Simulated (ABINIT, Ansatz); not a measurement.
# Converging GW for SrTiO3 (Tausonite) in ABINIT

What does each rung of G0W0 on SrTiO3 (Tausonite) cost, and what does it buy?

Calculated with ABINIT 10.8.3; PBE and many-body steps on it, plane waves.

## 1. The starting structure

The structure is cubic, space group Pm-3m (No. 221). The conventional cell has a = 3.905 Å, b = 3.905 Å, c = 3.905 Å, α = 90.00°, β = 90.00°, γ = 90.00°. Sr has 12 O at 2.76 Å nearest. Nearest to Ti lie 6 O at 1.95 Å. Nearest to O lie 2 Ti at 1.95 Å and 4 Sr at 2.76 Å. Farther neighbours and most contacts between anions are not listed.

The cell and positions come from the Crystallography Open Database and are kept as given unless a step says otherwise.

## 2. Empty states on the mesh, 4×4×4 mesh, 562 bands

This step: ABINIT 10.8.3; DFT, PBE, plane waves, norm-conserving pseudopotentials.

The sums over transitions need many empty states on a uniform mesh; this step solves for them.

File run.abi:

```
acell 3*1.0 Angstrom
rprim 
  3.905280000000 0.000000000000 0.000000000000
  0.000000000000 3.905280000000 0.000000000000
  0.000000000000 0.000000000000 3.905280000000
ntypat 3
znucl 38 22 8
natom 5
typat 1 2 3 3 3
xred 
  0.500000000000 0.500000000000 0.500000000000
  0.000000000000 0.000000000000 0.000000000000
  0.500000000000 0.000000000000 0.000000000000
  0.000000000000 0.500000000000 0.000000000000
  0.000000000000 0.000000000000 0.500000000000
pp_dirpath "pseudos"
pseudos "Sr.upf, Ti.upf, O.upf"
ecut 38
ngkpt 4 4 4
nshiftk 1
shiftk 0 0 0
kptopt 1
chksymbreak 0
irdden 1
istwfk *1
nband 562
prtvol 0
optdriver 6
gwr_task "HDIAGO"
paral_kgb 0
occopt 1
indata_prefix "in"
outdata_prefix "out"
tmpdata_prefix "tmp"
```

Launch:

```bash
$ OMP_NUM_THREADS=1 mpirun -n 8 abinit run.abi > log
```

Output:

```text
.Version 10.8.3 of ABINIT. v10.8.2 released Aug 2026.

 Symmetries : space group Pm -3 m (#221); Bravais cP (primitive cubic)
[... echo of the input left out ...]
== DATASET  1 ==================================================================
-   mpi_nproc: 8, omp_nthreads: 1 (-1 if OMP is not activated)

--- !DatasetInfo
iteration_state: {dtset: 1, }
dimensions: {natom: 5, nkpt: 10, mband: 562, nsppol: 1, nspinor: 1, nspden: 1, mpw: 4632, }
cutoff_energies: {ecut:  38.0, pawecutdg:  -1.0, }
[...]
Indirect band gap semiconductor
 Fundamental gap:     1.908 (eV)
   VBM:     6.925 (eV) at k: [ 5.0000E-01,  5.0000E-01,  5.0000E-01]
   CBM:     8.833 (eV) at k: [ 0.0000E+00,  0.0000E+00,  0.0000E+00]
 Direct gap:         2.263 (eV) at k: [ 0.0000E+00,  0.0000E+00,  0.0000E+00]

== END DATASET(S) ==============================================================
================================================================================

 -outvars: echo values of variables after computation  --------
           etotal      0.0000000000E+00
            nband         562
             nkpt          10
          spgroup         221
 [... the other variables as echoed above ...]

 Calculation completed.
```

Wall time 3.5 min (8 MPI ranks of Arm Neoverse N1, shared host); peak memory 9.4 GiB.

Numbers from this step:

```
gap                                                           : 1.908 eV
k of the valence top                                          : 0.5, 0.5, 0.5
k of the conduction bottom                                    : 0, 0, 0
least direct gap                                              : 2.263 eV
k points computed                                             : 10
lowest point of the top converged band, above the valence top : 233.8938 eV
```

On this mesh the gap is 1.908 eV.

The density comes from a self-consistent run that is not shown.

## 3. Screening, 4×4×4 mesh, 86 bands, screening to 114.3 eV

The RPA dielectric matrix is built and inverted for each q.

This step: RPA screening on PBE, plane waves, norm-conserving pseudopotentials.

Edit run.abi of step 2 so:

```diff
@@ -23,10 +23,11 @@
 chksymbreak 0
-irdden 1
 istwfk *1
-nband 562
-prtvol 0
-optdriver 6
-gwr_task "HDIAGO"
-paral_kgb 0
 occopt 1
+irdwfk 1
+optdriver 3
+nband 86
+ecuteps 4.2
+inclvkb 2
+awtr 1
+symchi 1
 indata_prefix "in"
```

Output:

```text
.Version 10.8.3 of ABINIT. v10.8.2 released Aug 2026.

 Symmetries : space group Pm -3 m (#221); Bravais cP (primitive cubic)
[... echo of the input left out ...]
== DATASET  1 ==================================================================
-   mpi_nproc: 8, omp_nthreads: 1 (-1 if OMP is not activated)

--- !DatasetInfo
iteration_state: {dtset: 1, }
dimensions: {natom: 5, nkpt: 10, mband: 86, nsppol: 1, nspinor: 1, nspden: 1, mpw: 4632, }
cutoff_energies: {ecut:  38.0, pawecutdg:  -1.0, }
electrons: {nelect:   4.00000000E+01, charge:   0.00000000E+00, occopt:   1.00000000E+00, tsmear:   1.00000000E-02, }

 SCREENING: Calculation of the susceptibility and dielectric matrices

 Based on a program developped by R.W. Godby, V. Olevano, G. Onida, and L. Reining.
 Incorporated in ABINIT by V. Olevano, G.-M. Rignanese, and M. Torrent.
.Using double precision arithmetic ; gwpc =  8

[... cell and pseudopotentials left out ...]
--------------------------------------------------------------------------------

 ==== K-mesh for the wavefunctions ====
 Number of points in the irreducible wedge :    10
[... list of points left out ...]
 Together with 48 symmetry operations and time-reversal symmetry
 yields    64 points in the full Brillouin Zone.

 ==== Q-mesh for the screening function ====
 Number of points in the irreducible wedge :    10
[... list of points left out ...]
 Together with 48 symmetry operations and time-reversal symmetry
 yields    64 points in the full Brillouin Zone.

 setmesh: FFT mesh size selected  =    27x   27x   27
          total number of points  =        19683

 vcoul_init : cutoff-mode = AUXILIARY_FUNCTION
 q-points for optical limit:   1
     1)      0.000010    0.000020    0.000030

- screening: taking advantage of time-reversal symmetry
- Maximum band index for partially occupied states nbvw = 20
- Remaining bands to be divided among processors   nbcw = 66
- Number of bands treated by each node ~8

 Number of electrons calculated from density =   40.0000; Expected =   40.0000
 average of density, n =  0.099519
 r_s =    1.3387
 omega_plasma =   30.4305 [eV]

 calculating chi0 at frequencies [eV] :
  1    0.000000E+00    0.000000E+00
  2    0.000000E+00    3.043050E+01

--------------------------------------------------------------------------------
  q-point number  1        q = ( 0.000000, 0.000000, 0.000000) [r.l.u.]
--------------------------------------------------------------------------------
[... chi0 elements left out ...]
 For q-point:  0.000010 0.000020 0.000030
  dielectric constant =   6.4068
  dielectric constant without local fields =   6.7585

  Average fulfillment of the sum rule on Im[epsilon] for q-point    1 :     53.79  [%]
[... wings left out ...]
  q-point number  2        q = ( 0.250000, 0.000000, 0.000000) [r.l.u.]
--------------------------------------------------------------------------------
[... chi0 elements left out ...]
  Average fulfillment of the sum rule on Im[epsilon] for q-point    2 :     68.37  [%]

 [... 8 further q-points ...]
```

It took 50 s on 8 MPI ranks; peak memory 1.5 GiB; 6.6 min of CPU time.

This step gave:

| Property | Result |
| --- | --- |
| ε∞ with local fields, on this mesh, along the program's q direction | 6.407 |
| the same without local fields | 6.758 |
| plasma frequency | 30.43 eV |
| plane waves in the screening matrix | 171 |

Local fields lower ε∞ by 5 %. On a Γ-centred mesh this coarse the value itself is usually too large, while a short band sum pulls it down.

## 4. 86 bands, 114.3 eV

The self-energy is evaluated for the states that the input lists, and the levels follow from it, in one-shot runs by the linearised quasiparticle equation.

This step: G0W0 on PBE, plane waves, norm-conserving pseudopotentials.

Edit run.abi of step 3 so:

```diff
@@ -26,8 +26,17 @@
 irdwfk 1
-optdriver 3
+optdriver 4
 nband 86
+gwcalctyp 0
+ecutsigx 38
+symsigma 1
+nkptgw 2
+kptgw 
+  0.5000000000 0.5000000000 0.5000000000
+  0.0000000000 0.0000000000 0.0000000000
+bdgw 
+  18 23
+  18 23
 ecuteps 4.2
-inclvkb 2
-awtr 1
-symchi 1
+irdscr 1
+ppmodel 1
 indata_prefix "in"
```

Output:

```text
.Version 10.8.3 of ABINIT. v10.8.2 released Aug 2026.

 Symmetries : space group Pm -3 m (#221); Bravais cP (primitive cubic)
[... echo of the input left out ...]
== DATASET  1 ==================================================================
-   mpi_nproc: 8, omp_nthreads: 1 (-1 if OMP is not activated)

--- !DatasetInfo
iteration_state: {dtset: 1, }
dimensions: {natom: 5, nkpt: 10, mband: 86, nsppol: 1, nspinor: 1, nspden: 1, mpw: 4632, }
cutoff_energies: {ecut:  38.0, pawecutdg:  -1.0, }
electrons: {nelect:   4.00000000E+01, charge:   0.00000000E+00, occopt:   1.00000000E+00, tsmear:   1.00000000E-02, }

 SIGMA: Calculation of the GW corrections

 Based on a program developped by R.W. Godby, V. Olevano, G. Onida, and L. Reining.
 Incorporated in ABINIT by V. Olevano, G.-M. Rignanese, and M. Torrent.
.Using double precision arithmetic ; gwpc =  8

[... cell and pseudopotentials left out ...]
--------------------------------------------------------------------------------

 ==== K-mesh for the wavefunctions ====
 Number of points in the irreducible wedge :    10
[... list of points left out ...]
 Together with 48 symmetry operations and time-reversal symmetry
 yields    64 points in the full Brillouin Zone.

 ==== Q-mesh for screening function ====
 Number of points in the irreducible wedge :    10
[... list of points left out ...]
 Together with 48 symmetry operations and time-reversal symmetry
 yields    64 points in the full Brillouin Zone.

 vcoul_init : cutoff-mode = AUXILIARY_FUNCTION
 q-points for optical limit:   1
     1)      0.000010    0.000020    0.000030
 setmesh: FFT mesh size selected  =    45x   45x   45
          total number of points  =        91125

 Number of electrons calculated from density =   40.0000; Expected =   40.0000
 average of density, n =  0.099519
 r_s =    1.3387
 omega_plasma =   30.4305 [eV]

 === KS Band Gaps ===
  >>>> For spin  1
   Minimum direct gap =   2.2628 [eV], located at k-point      :   0.0000  0.0000  0.0000
   Fundamental gap    =   1.9077 [eV], Top of valence bands at :   0.5000  0.5000  0.5000
                                       Bottom of conduction at :   0.0000  0.0000  0.0000
 SIGMA fundamental parameters:
 PLASMON POLE MODEL  1
 number of plane-waves for SigmaX                 4457
 number of plane-waves for SigmaC and W            171
 number of plane-waves for wavefunctions          4457
 number of bands                                    86
 number of independent spin polarizations            1
 number of spinorial components                      1
 number of k-points in IBZ                          10
 number of q-points in IBZ                          10
 number of symmetry operations                      48
 number of k-points in BZ                           64
 number of q-points in BZ                           64
 number of frequencies for dSigma/dE                 9
 frequency step for dSigma/dE [eV]                0.25
 number of omega for Sigma on real axis              0
 max omega for Sigma on real axis  [eV]           0.00
 zcut for avoiding poles [eV]                     0.10

 EPSILON^-1 parameters (SCR file):
 dimension of the eps^-1 matrix on file            171
 dimension of the eps^-1 matrix used               171
 number of plane-waves for wavefunctions          4457
 number of bands                                    86
 number of q-points in IBZ                          10
 number of frequencies                               2
 number of real frequencies                          1
 number of imag frequencies                          1

 matrix elements of self-energy operator (all in [eV])

 Perturbative Calculation

--- !SelfEnergy_ee
iteration_state: {dtset: 1, }
kpoint     : [   0.500,    0.500,    0.500, ]
spin       : 1
KS_gap     :    4.517
QP_gap     :    6.505
Delta_QP_KS:    1.989
data: !SigmaeeData |
     Band     E0 <VxcDFT>   SigX SigC(E0)      Z dSigC/dE  Sig(E)    E-E0       E
       18   6.925 -20.195 -25.189   5.142   0.771  -0.298 -20.080   0.115   7.040
       19   6.925 -20.195 -25.189   5.142   0.771  -0.298 -20.080   0.115   7.040
       20   6.925 -20.195 -25.189   5.142   0.771  -0.298 -20.080   0.115   7.040
       21  11.442 -21.983 -12.959  -6.198   0.744  -0.344 -19.880   2.103  13.545
       22  11.442 -21.983 -12.959  -6.198   0.744  -0.344 -19.880   2.103  13.545
       23  11.442 -21.983 -12.959  -6.198   0.744  -0.344 -19.880   2.103  13.545

--- !SelfEnergy_ee
iteration_state: {dtset: 1, }
kpoint     : [   0.000,    0.000,    0.000, ]
spin       : 1
KS_gap     :    2.263
QP_gap     :    3.910
Delta_QP_KS:    1.648
data: !SigmaeeData |
     Band     E0 <VxcDFT>   SigX SigC(E0)      Z dSigC/dE  Sig(E)    E-E0       E
[...]
21   8.833 -18.883 -11.450  -5.207   0.784  -0.276 -17.138   1.745  10.578
       22   8.833 -18.883 -11.450  -5.207   0.784  -0.276 -17.138   1.745  10.578
       23   8.833 -18.883 -11.450  -5.207   0.784  -0.276 -17.138   1.745  10.578

== END DATASET(S) ==============================================================
================================================================================

 -outvars: echo values of variables after computation  --------
           etotal      0.0000000000E+00
            nband          86
             nkpt          10
          spgroup         221
 [... the other variables as echoed above ...]

 Calculation completed.
```

The job ended after 10 s (8 MPI ranks; peak memory 1.7 GiB; 80 s of CPU time).

Numbers from this step:

| Item | Value |
| --- | --- |
| G0W0 gap on the points computed | 3.538 eV |
| starting gap on the mesh | 1.908 eV |
| k of the valence top | 0.5, 0.5, 0.5 |
| k of the conduction bottom | 0, 0, 0 |
| Z at the valence top | 0.771 |
| Z at the conduction bottom | 0.784 |
| least direct G0W0 gap on the computed points | 3.910 eV |

The gap on the mesh goes from 1.91 eV to 3.54 eV, a correction of +1.63 eV.

## 5. Screening, 4×4×4 mesh, 238 bands, screening to 212.2 eV

This step: RPA screening on PBE, plane waves, norm-conserving pseudopotentials.

Edit run.abi of step 4 so:

```diff
@@ -26,17 +26,8 @@
 irdwfk 1
-optdriver 4
-nband 86
-gwcalctyp 0
-ecutsigx 38
-symsigma 1
-nkptgw 2
-kptgw 
-  0.5000000000 0.5000000000 0.5000000000
-  0.0000000000 0.0000000000 0.0000000000
-bdgw 
-  18 23
-  18 23
-ecuteps 4.2
-irdscr 1
-ppmodel 1
+optdriver 3
+nband 238
+ecuteps 7.8
+inclvkb 2
+awtr 1
+symchi 1
 indata_prefix "in"
```

Output:

```text
.Version 10.8.3 of ABINIT. v10.8.2 released Aug 2026.

 Symmetries : space group Pm -3 m (#221); Bravais cP (primitive cubic)
[... echo of the input left out ...]
== DATASET  1 ==================================================================
-   mpi_nproc: 8, omp_nthreads: 1 (-1 if OMP is not activated)

--- !DatasetInfo
iteration_state: {dtset: 1, }
dimensions: {natom: 5, nkpt: 10, mband: 238, nsppol: 1, nspinor: 1, nspden: 1, mpw: 4632, }
cutoff_energies: {ecut:  38.0, pawecutdg:  -1.0, }
electrons: {nelect:   4.00000000E+01, charge:   0.00000000E+00, occopt:   1.00000000E+00, tsmear:   1.00000000E-02, }

 SCREENING: Calculation of the susceptibility and dielectric matrices

 Based on a program developped by R.W. Godby, V. Olevano, G. Onida, and L. Reining.
 Incorporated in ABINIT by V. Olevano, G.-M. Rignanese, and M. Torrent.
.Using double precision arithmetic ; gwpc =  8

[... cell and pseudopotentials left out ...]
--------------------------------------------------------------------------------

 ==== K-mesh for the wavefunctions ====
 Number of points in the irreducible wedge :    10
[... list of points left out ...]
 Together with 48 symmetry operations and time-reversal symmetry
 yields    64 points in the full Brillouin Zone.

 ==== Q-mesh for the screening function ====
 Number of points in the irreducible wedge :    10
[... list of points left out ...]
 Together with 48 symmetry operations and time-reversal symmetry
 yields    64 points in the full Brillouin Zone.

 setmesh: FFT mesh size selected  =    30x   30x   30
          total number of points  =        27000

 vcoul_init : cutoff-mode = AUXILIARY_FUNCTION
 q-points for optical limit:   1
     1)      0.000010    0.000020    0.000030

- screening: taking advantage of time-reversal symmetry
- Maximum band index for partially occupied states nbvw = 20
- Remaining bands to be divided among processors   nbcw = 218
- Number of bands treated by each node ~27

 Number of electrons calculated from density =   40.0000; Expected =   40.0000
 average of density, n =  0.099519
 r_s =    1.3387
 omega_plasma =   30.4305 [eV]

 calculating chi0 at frequencies [eV] :
  1    0.000000E+00    0.000000E+00
  2    0.000000E+00    3.043050E+01

--------------------------------------------------------------------------------
  q-point number  1        q = ( 0.000000, 0.000000, 0.000000) [r.l.u.]
--------------------------------------------------------------------------------
[... chi0 elements left out ...]
 For q-point:  0.000010 0.000020 0.000030
  dielectric constant =   6.3893
  dielectric constant without local fields =   6.7766

  Average fulfillment of the sum rule on Im[epsilon] for q-point    1 :     78.78  [%]
[... wings left out ...]
  q-point number  2        q = ( 0.250000, 0.000000, 0.000000) [r.l.u.]
--------------------------------------------------------------------------------
[... chi0 elements left out ...]
  Average fulfillment of the sum rule on Im[epsilon] for q-point    2 :     85.50  [%]

 [... 8 further q-points ...]
```

The job ended after 4.7 min (8 MPI ranks; peak memory 2.8 GiB; 37 min of CPU time).

Numbers from this step:

```
ε∞ with local fields, on this mesh, along the program's q direction : 6.389
the same without local fields                                       : 6.777
plasma frequency                                                    : 30.43 eV
plane waves in the screening matrix                                 : 437
```

(Continued in part 2 of 2.)

[Paths, hosts, dates, memory and timing lines, banners, echoed tables and standing remarks are left out of the program output.]

[Logs are printed without paths, hosts, clocks, repeated set-up lines and the standing remarks that a program may print on its own settings, such as how far it seeks lower states.]

[Runs of the session that timed out or met a known fault of the program may be left out.]

[No measured gap is set beside runs whose start may be inverted or whose files or cutoffs have a known fault.]

[Hosts, paths, dates, database ids (printed as entryN), source tags and the programs' standing remarks are cut or masked in the printed files.]

[G0W0 gaps are taken among the corrected bands and points alone; a level outside them can change the order at an edge.]

[Where Ansatz stands beside ABINIT at settings called matched, ABINIT's density can come from a denser mesh and the files from another edition; pairs whose starting gaps differed by over 0.03 eV were left out, so agreement reads better than it is.]
